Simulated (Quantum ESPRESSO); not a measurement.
# Magnetic state of CoPdO2 from several starts

A self-consistent run ends on one state, which hangs on the start. Several orders of CoPdO2 are started in Quantum ESPRESSO and their energies compared.

Calculated with Quantum ESPRESSO 7.5; LDA; plane waves with GBRV 1.5 LDA potentials, no spin-orbit coupling.

## 1. Set-up

The structure is trigonal, space group R-3m (No. 166). The conventional cell has a = 2.845 Å, b = 2.845 Å, c = 17.880 Å, α = 90.00°, β = 90.00°, γ = 120.00°. Co has 6 O at 1.91 Å nearest. Nearest to Pd lie 2 O at 2.01 Å. Nearest to O lie 3 Co at 1.91 Å and 1 Pd at 2.01 Å. Farther neighbours and most contacts between anions are not listed.

The cell comes from the Crystallography Open Database.

## 2. Run 1 (ferro +)

The signs are those of the starting moments on the seeded atoms, the atoms that are given a moment.

pw.in reads:

```
&CONTROL
  calculation = 'scf'
  prefix = 'pwscf'
  outdir = './tmp'
  pseudo_dir = './pseudo'
  disk_io = 'nowf'
/
&SYSTEM
  ibrav = 0
  celldm(1) = 8
  nat = 4
  ntyp = 3
  ecutwfc = 40
  ecutrho = 280
  nbnd = 33
  occupations = 'smearing'
  smearing = 'fd'
  degauss = 0.00183747
  nspin = 2
  starting_magnetization(1) = 0.1765
  starting_magnetization(2) = 0
  starting_magnetization(3) = 0
/
&ELECTRONS
  conv_thr = 8d-09
  electron_maxstep = 150
  mixing_beta = 0.3
/
ATOMIC_SPECIES
Co     58.9332 co_lda_v1.2.uspp.F.UPF
Pd    106.4200 pd_lda_v1.4.uspp.F.UPF
O      15.9990 o_lda_v1.2.uspp.F.UPF
CELL_PARAMETERS alat
   0.3360168102460    0.1939993958495    1.4078459628462
  -0.3360168102460    0.1939993958495    1.4078459628462
   0.0000000000000   -0.3879987916990    1.4078459628462
ATOMIC_POSITIONS crystal
Co      0.5000000000    0.5000000000    0.5000000000
Pd      0.0000000000    0.0000000000    0.0000000000
O       0.1121500000    0.1121500000    0.1121500000
O       0.8878500000    0.8878500000    0.8878500000
K_POINTS automatic
8 8 8 0 0 0
```

On the command line:

```sh
$ OMP_NUM_THREADS=1 mpirun -n 4 pw.x -nk 4 -in pw.in > pw.out
```

Output:

```text
Program PWSCF v.7.5 starts

     Message from routine setup:
     using ibrav=0 with symmetry is DISCOURAGED, use correct ibrav instead

     K-points division:     npool     =       4
     Subspace diagonalization in iterative solution of the eigenvalue problem:

     G-vector sticks info
     --------------------
     sticks:   dense  smooth     PW     G-vecs:    dense   smooth      PW
     Sum        1367     775    273                22295     9597    1995

     Using Slab Decomposition

     bravais-lattice index     =            0
     lattice parameter (alat)  =       8.0000  a.u.
     unit-cell volume          =     281.9277 (a.u.)^3
     number of atoms/cell      =            4
     number of atomic types    =            3
     number of electrons       =        45.00
     number of Kohn-Sham states=           33
     kinetic-energy cutoff     =      40.0000  Ry
     charge density cutoff     =     280.0000  Ry
     scf convergence threshold =      8.0E-09
     mixing beta               =       0.3000
     number of iterations used =            8  plain     mixing
     Exchange-correlation= SLA  PZ   NOGX NOGC
                           (   1   1   0   0   0   0   0)

     celldm(1)=   8.000000  celldm(2)=   0.000000  celldm(3)=   0.000000
     celldm(4)=   0.000000  celldm(5)=   0.000000  celldm(6)=   0.000000

     crystal axes: (cart. coord. in units of alat)
               a(1) = (   0.336017   0.193999   1.407846 )
               a(2) = (  -0.336017   0.193999   1.407846 )
               a(3) = (   0.000000  -0.387999   1.407846 )

     reciprocal axes: (cart. coord. in units 2 pi/alat)
               b(1) = (  1.488021  0.859109  0.236768 )
               b(2) = ( -1.488021  0.859109  0.236768 )
               b(3) = (  0.000000 -1.718218  0.236768 )

     PseudoPot. # 1 for Co read from file:
     co_lda_v1.2.uspp.F.UPF
     Pseudo is Ultrasoft + core correction, Zval = 17.0
     Generated by new atomic code, or converted to UPF format
     Using radial grid of  863 points,  6 beta functions with:
                l(1) =   0
                l(2) =   0
                l(3) =   1
                l(4) =   1
                l(5) =   2
                l(6) =   2
     Q(r) pseudized with  8 coefficients,  rinner =    1.200   1.200   1.200
                                                       1.200   1.200

     PseudoPot. # 2 for Pd read from file:
     pd_lda_v1.4.uspp.F.UPF
     Pseudo is Ultrasoft + core correction, Zval = 16.0
     Generated by new atomic code, or converted to UPF format
     Using radial grid of  887 points,  6 beta functions with:
                l(1) =   0
                l(2) =   0
                l(3) =   1
                l(4) =   1
                l(5) =   2
                l(6) =   2
     Q(r) pseudized with  8 coefficients,  rinner =    1.130   1.130   1.130
                                                       1.130   1.130

     PseudoPot. # 3 for O  read from file:
     o_lda_v1.2.uspp.F.UPF
     Pseudo is Ultrasoft + core correction, Zval =  6.0
     Generated by new atomic code, or converted to UPF format
     Using radial grid of  737 points,  5 beta functions with:
                l(1) =   0
                l(2) =   0
                l(3) =   1
                l(4) =   1
                l(5) =   2
     Q(r) pseudized with  8 coefficients,  rinner =    0.900   0.900   0.900
                                                       0.900   0.900

     atomic species   valence    mass     pseudopotential
     Co               17.00    58.93320     Co( 1.00)
     Pd               16.00   106.42000     Pd( 1.00)
     O                 6.00    15.99900     O ( 1.00)

     Starting magnetic structure
     atomic species   magnetization
     Co              0.176
     Pd              0.000
     O               0.000

     12 Sym. Ops., with inversion, found

   Cartesian axes

     site n.     atom                  positions (alat units)
         1        Co     tau(   1) = (   0.0000000   0.0000000   2.1117689  )
         2        Pd     tau(   2) = (   0.0000000   0.0000000   0.0000000  )
         3        O      tau(   3) = (  -0.0000000  -0.0000000   0.4736698  )
         4        O      tau(   4) = (   0.0000000   0.0000000   3.7498681  )

     number of k points=    65  Fermi-Dirac smearing, width (Ry)=  0.0018
                       cart. coord. in units 2pi/alat
        k(    1) = (   0.0000000   0.0000000   0.0000000), wk =   0.0019531
        k(    2) = (   0.0000000  -0.2147773   0.0295960), wk =   0.0117188
        k(    3) = (   0.0000000  -0.4295546   0.0591921), wk =   0.0117188
        k(    4) = (   0.0000000  -0.6443319   0.0887881), wk =   0.0117188
        k(    5) = (   0.0000000   0.8591092  -0.1183842), wk =   0.0058594
        [... 60 further k-points ...]

     Dense  grid:    22295 G-vectors     FFT dimensions: (  64,  64,  64)

     Smooth grid:     9597 G-vectors     FFT dimensions: (  48,  48,  48)

     Check: negative core charge=   -0.000019
     Generating pointlists ...
     new r_m :   0.1861 (alat units)  1.4889 (a.u.) for type    1
     new r_m :   0.1954 (alat units)  1.5631 (a.u.) for type    2
     new r_m :   0.1861 (alat units)  1.4889 (a.u.) for type    3

     Initial potential from superposition of free atoms

     starting charge      43.5000, renormalised to      45.0000

     negative rho (up, down):  3.787E-02 3.787E-02
     Starting wfcs are   33 randomized atomic wfcs

     Self-consistent Calculation

     iteration #  1     ecut=    40.00 Ry     beta= 0.30
     Davidson diagonalization with overlap
     ethr =  1.00E-02,  avg # of iterations =  5.7

     negative rho (up, down):  3.723E-02 3.725E-02

     total energy              =    -559.31739330 Ry
     estimated scf accuracy    <       8.15119821 Ry

     total magnetization       =     2.33 Bohr mag/cell
     absolute magnetization    =     2.61 Bohr mag/cell

     iteration #  2     ecut=    40.00 Ry     beta= 0.30
     Davidson diagonalization with overlap
     ethr =  1.00E-02,  avg # of iterations =  2.2

     negative rho (up, down):  3.785E-02 3.788E-02

     total energy              =    -560.02800080 Ry
     estimated scf accuracy    <      12.10463930 Ry

     total magnetization       =     2.88 Bohr mag/cell
     absolute magnetization    =     3.02 Bohr mag/cell

     iteration #  3     ecut=    40.00 Ry     beta= 0.30
     Davidson diagonalization with overlap
     ethr =  1.00E-02,  avg # of iterations =  2.0

     negative rho (up, down):  3.793E-02 3.798E-02

     total energy              =    -561.08796563 Ry
     estimated scf accuracy    <       7.72559008 Ry

     total magnetization       =     0.71 Bohr mag/cell
     absolute magnetization    =     1.04 Bohr mag/cell

     [... further iterations left out ...]

     iteration # 21     ecut=    40.00 Ry     beta= 0.30
     Davidson diagonalization with overlap
     ethr =  1.40E-10,  avg # of iterations =  1.4

     negative rho (up, down):  3.816E-02 3.823E-02

     total energy              =    -561.68980947 Ry
     estimated scf accuracy    <       0.00000005 Ry

     total magnetization       =    -0.05 Bohr mag/cell
     absolute magnetization    =     0.05 Bohr mag/cell

     iteration # 22     ecut=    40.00 Ry     beta= 0.30
     Davidson diagonalization with overlap
     ethr =  1.02E-10,  avg # of iterations =  2.0

     negative rho (up, down):  3.817E-02 3.823E-02

     total energy              =    -561.68980955 Ry
     estimated scf accuracy    <       0.00000002 Ry

     total magnetization       =    -0.04 Bohr mag/cell
     absolute magnetization    =     0.04 Bohr mag/cell

     iteration # 23     ecut=    40.00 Ry     beta= 0.30
     Davidson diagonalization with overlap
     ethr =  5.52E-11,  avg # of iterations =  2.4

     negative rho (up, down):  3.818E-02 3.821E-02

     total energy              =    -561.68980882 Ry
     estimated scf accuracy    <       0.00000001 Ry

     total magnetization       =    -0.04 Bohr mag/cell
     absolute magnetization    =     0.04 Bohr mag/cell

     iteration # 24     ecut=    40.00 Ry     beta= 0.30
     Davidson diagonalization with overlap
     ethr =  2.75E-11,  avg # of iterations =  3.2

     negative rho (up, down):  3.818E-02 3.821E-02

     Magnetic moment per site  (integrated on atomic sphere of radius R)
     atom   1 (R=0.186)  charge= 14.1242  magn= -0.0029
     atom   2 (R=0.195)  charge= 11.9379  magn= -0.0130
     atom   3 (R=0.186)  charge=  5.2428  magn= -0.0006
     atom   4 (R=0.186)  charge=  5.2428  magn= -0.0006

     End of self-consistent calculation

     Number of k-points >= 100: set verbosity='high' to print the bands.

     the Fermi energy is    13.4725 ev

!    total energy              =    -561.68981045 Ry
     estimated scf accuracy    <          4.1E-09 Ry
     smearing contrib. (-TS)   =      -0.00058623 Ry
     internal energy E=F+TS    =    -561.68922423 Ry

     The total energy is F=E-TS. E is the sum of the following terms:
     one-electron contribution =    -280.14575158 Ry
     hartree contribution      =     169.17541739 Ry
     xc contribution           =     -77.56478544 Ry
     ewald contribution        =    -373.15410459 Ry

     total magnetization       =    -0.02 Bohr mag/cell
     absolute magnetization    =     0.02 Bohr mag/cell

     convergence has been achieved in  24 iterations

=------------------------------------------------------------------------------=
   JOB DONE.
=------------------------------------------------------------------------------=
```

Run time: 2.5 min. Hardware: 4 MPI ranks of Arm Neoverse V1, shared host; peak memory 0.46 GiB.

Spin moment in the atom's sphere by atom:

| atom | spin moment in the atom's sphere (μB) |
| --- | --- |
| Co1 | -0.0029 |
| Pd2 | -0.0130 |
| O3 | -0.0006 |
| O4 | -0.0006 |

Numbers from this step:

```yaml
smearing_term_ts: 0.007976 eV
magnetization: -0.023 μB
absolute_magnetization: 0.023 μB
final_state: non-magnetic
```

## 3. Run 2 (antiferro q=(0,1/2,1/2) +−)

This order needs a doubled cell of 8 atoms. The wavevector q is in fractions of the reciprocal vectors of the crystal's primitive cell, as the cells of these inputs are built from it; moments change sign between cells as cos(2π q·R).

pw.in reads:

```
&CONTROL
  calculation = 'scf'
  prefix = 'pwscf'
  outdir = './tmp'
  pseudo_dir = './pseudo'
  disk_io = 'nowf'
/
&SYSTEM
  ibrav = 0
  celldm(1) = 8
  nat = 8
  ntyp = 4
  ecutwfc = 40
  ecutrho = 280
  nbnd = 58
  occupations = 'smearing'
  smearing = 'fd'
  degauss = 0.00183747
  nspin = 2
  starting_magnetization(1) = 0.1765
  starting_magnetization(2) = -0.1765
  starting_magnetization(3) = 0
  starting_magnetization(4) = 0
/
&ELECTRONS
  conv_thr = 1.6d-08
  electron_maxstep = 150
  mixing_beta = 0.3
/
ATOMIC_SPECIES
Co1    58.9332 co_lda_v1.2.uspp.F.UPF
Co2    58.9332 co_lda_v1.2.uspp.F.UPF
Pd    106.4200 pd_lda_v1.4.uspp.F.UPF
O      15.9990 o_lda_v1.2.uspp.F.UPF
CELL_PARAMETERS alat
   0.3360168102460    0.1939993958495    1.4078459628462
  -0.6720336204920    0.3879987916990    2.8156919256924
  -0.3360168102460   -0.1939993958495    2.8156919256924
ATOMIC_POSITIONS crystal
Co1     0.5000000000    0.0000000000    0.5000000000
Co2     0.5000000000    0.5000000000    0.5000000000
Pd      0.0000000000    0.0000000000    0.0000000000
Pd      0.0000000000    0.5000000000    0.0000000000
O       0.1121500000    0.0000000000    0.1121500000
O       0.1121500000    0.5000000000    0.1121500000
O       0.8878500000    0.0000000000    0.8878500000
O       0.8878500000    0.5000000000    0.8878500000
K_POINTS automatic
8 4 8 0 0 0
```

Output:

```text
[banner, memory and clock lines left out]
Program PWSCF v.7.5 starts

     Message from routine setup:
     using ibrav=0 with symmetry is DISCOURAGED, use correct ibrav instead

     bravais-lattice index     =            0
     lattice parameter (alat)  =       8.0000  a.u.
     unit-cell volume          =     563.8554 (a.u.)^3
     number of atoms/cell      =            8
     number of atomic types    =            4
     number of electrons       =        90.00
     number of Kohn-Sham states=           58
     kinetic-energy cutoff     =      40.0000  Ry
     charge density cutoff     =     280.0000  Ry
     scf convergence threshold =      1.6E-08
     mixing beta               =       0.3000
     number of iterations used =            8  plain     mixing
     Exchange-correlation= SLA  PZ   NOGX NOGC
                           (   1   1   0   0   0   0   0)

     celldm(1)=   8.000000  celldm(2)=   0.000000  celldm(3)=   0.000000
     celldm(4)=   0.000000  celldm(5)=   0.000000  celldm(6)=   0.000000

     crystal axes: (cart. coord. in units of alat)
               a(1) = (   0.336017   0.193999   1.407846 )
               a(2) = (  -0.672034   0.387999   2.815692 )
               a(3) = (  -0.336017  -0.193999   2.815692 )

     reciprocal axes: (cart. coord. in units 2 pi/alat)
               b(1) = (  1.488021  0.859109  0.236768 )
               b(2) = ( -0.744010  1.288664  0.000000 )
               b(3) = (  0.000000 -1.718218  0.236768 )

     PseudoPot. # 1 for Co read from file:
     co_lda_v1.2.uspp.F.UPF
     Pseudo is Ultrasoft + core correction, Zval = 17.0

     PseudoPot. # 2 for Co read from file:
     co_lda_v1.2.uspp.F.UPF
     Pseudo is Ultrasoft + core correction, Zval = 17.0

     PseudoPot. # 3 for Pd read from file:
     pd_lda_v1.4.uspp.F.UPF
     Pseudo is Ultrasoft + core correction, Zval = 16.0

     PseudoPot. # 4 for O  read from file:
     o_lda_v1.2.uspp.F.UPF
     Pseudo is Ultrasoft + core correction, Zval =  6.0

     atomic species   valence    mass     pseudopotential
     Co1              17.00    58.93320     Co( 1.00)
     Co2              17.00    58.93320     Co( 1.00)
     Pd               16.00   106.42000     Pd( 1.00)
     O                 6.00    15.99900     O ( 1.00)

     Starting magnetic structure
     atomic species   magnetization
     Co1             0.176
     Co2            -0.176
     Pd              0.000
     O               0.000

      4 Sym. Ops., with inversion, found

   Cartesian axes

     site n.     atom                  positions (alat units)
         1        Co1    tau(   1) = (   0.0000000   0.0000000   2.1117689  )
         2        Co2    tau(   2) = (  -0.3360168   0.1939994   3.5196149  )
         3        Pd     tau(   3) = (   0.0000000   0.0000000   0.0000000  )
         4        Pd     tau(   4) = (  -0.3360168   0.1939994   1.4078460  )
         5        O      tau(   5) = (   0.0000000  -0.0000000   0.4736698  )
         6        O      tau(   6) = (  -0.3360168   0.1939994   1.8815157  )
         7        O      tau(   7) = (  -0.0000000   0.0000000   3.7498681  )
         8        O      tau(   8) = (  -0.3360168   0.1939994   5.1577141  )

     number of k points=    86  Fermi-Dirac smearing, width (Ry)=  0.0018
                       cart. coord. in units 2pi/alat
        k(    1) = (   0.0000000   0.0000000   0.0000000), wk =   0.0039062
        k(    2) = (   0.0000000  -0.2147773   0.0295960), wk =   0.0156250
        k(    3) = (   0.0000000  -0.4295546   0.0591921), wk =   0.0156250
        k(    4) = (   0.0000000  -0.6443319   0.0887881), wk =   0.0156250
        k(    5) = (   0.0000000   0.8591092  -0.1183842), wk =   0.0039062
        [... 81 further k-points ...]

     Dense  grid:    44629 G-vectors     FFT dimensions: (  64, 125, 125)

     Smooth grid:    19221 G-vectors     FFT dimensions: (  48,  96,  96)

     Check: negative core charge=   -0.000019
     Generating pointlists ...
     new r_m :   0.1861 (alat units)  1.4889 (a.u.) for type    1
     new r_m :   0.1861 (alat units)  1.4889 (a.u.) for type    2
     new r_m :   0.1954 (alat units)  1.5631 (a.u.) for type    3
     new r_m :   0.1861 (alat units)  1.4889 (a.u.) for type    4

     Initial potential from superposition of free atoms

     starting charge      87.0000, renormalised to      90.0000

     negative rho (up, down):  7.470E-02 7.470E-02
     Starting wfcs are   66 randomized atomic wfcs

     Self-consistent Calculation

     iteration #  1     ecut=    40.00 Ry     beta= 0.30
     Davidson diagonalization with overlap
     ethr =  1.00E-02,  avg # of iterations =  2.7

     negative rho (up, down):  7.344E-02 7.344E-02

     total energy              =   -1118.40759214 Ry
     estimated scf accuracy    <      16.72292551 Ry

     total magnetization       =    -0.00 Bohr mag/cell
     absolute magnetization    =     4.44 Bohr mag/cell

     iteration #  2     ecut=    40.00 Ry     beta= 0.30
     Davidson diagonalization with overlap
     ethr =  1.00E-02,  avg # of iterations =  2.8

     negative rho (up, down):  7.462E-02 7.462E-02

     total energy              =   -1119.90549890 Ry
     estimated scf accuracy    <      32.05809681 Ry

     total magnetization       =    -0.00 Bohr mag/cell
     absolute magnetization    =     5.79 Bohr mag/cell

     [... further iterations left out ...]

     iteration # 21     ecut=    40.00 Ry     beta= 0.30
     Davidson diagonalization with overlap
     ethr =  6.63E-11,  avg # of iterations =  2.0

     negative rho (up, down):  7.547E-02 7.547E-02

     total energy              =   -1123.37962459 Ry
     estimated scf accuracy    <       0.00000004 Ry

     total magnetization       =    -0.00 Bohr mag/cell
     absolute magnetization    =     0.00 Bohr mag/cell

     iteration # 22     ecut=    40.00 Ry     beta= 0.30
     Davidson diagonalization with overlap
     ethr =  4.89E-11,  avg # of iterations =  1.5

     negative rho (up, down):  7.547E-02 7.547E-02

     Magnetic moment per site  (integrated on atomic sphere of radius R)
     atom   1 (R=0.186)  charge= 14.1237  magn= -0.0002
     atom   2 (R=0.186)  charge= 14.1245  magn= -0.0002
     atom   3 (R=0.195)  charge= 11.9374  magn= -0.0011
     atom   4 (R=0.195)  charge= 11.9384  magn= -0.0011
     atom   5 (R=0.186)  charge=  5.2430  magn= -0.0001
     atom   6 (R=0.186)  charge=  5.2426  magn= -0.0001
     atom   7 (R=0.186)  charge=  5.2430  magn= -0.0001
     atom   8 (R=0.186)  charge=  5.2426  magn= -0.0001

     End of self-consistent calculation

     Number of k-points >= 100: set verbosity='high' to print the bands.

     the Fermi energy is    13.4723 ev

!    total energy              =   -1123.37962459 Ry
     estimated scf accuracy    <       0.00000002 Ry
     smearing contrib. (-TS)   =      -0.00117993 Ry
     internal energy E=F+TS    =   -1123.37844466 Ry

     The total energy is F=E-TS. E is the sum of the following terms:
     one-electron contribution =    -560.29236175 Ry
     hartree contribution      =     338.35174361 Ry
     xc contribution           =    -155.12961734 Ry
     ewald contribution        =    -746.30820918 Ry

     total magnetization       =    -0.00 Bohr mag/cell
     absolute magnetization    =     0.00 Bohr mag/cell

     convergence has been achieved in  22 iterations
```

It took 26 min on 4 MPI ranks; peak memory 1.2 GiB; 1.8 h of CPU time.

Spin moment in the atom's sphere by atom:

| atom | spin moment in the atom's sphere (μB) |
| --- | --- |
| Co1 | -0.0002 |
| Co2 | -0.0002 |
| Pd3 | -0.0011 |
| Pd4 | -0.0011 |
| O5 | -0.0001 |
| O6 | -0.0001 |
| O7 | -0.0001 |
| O8 | -0.0001 |

Read from the output:

```yaml
smearing_term_ts: 0.01605 eV
magnetization: 0 μB
absolute_magnetization: 0 μB
final_state: non-magnetic
```

[end of part 1 of 2]

[Logs and program files are shortened in this print: banners, set-up blocks, solver, clock and traceback lines can be left out without a mark of their own.]

[Logs are printed without paths, hosts, clocks, repeated set-up lines and the standing remarks that a program may print on its own settings, such as how far it seeks lower states.]

[Hosts, paths, dates, database ids (printed as entryN), source tags and the programs' standing remarks are cut or masked in the printed files.]

[Where a cell is said to come from a database of computed structures, the database is the Materials Project.]
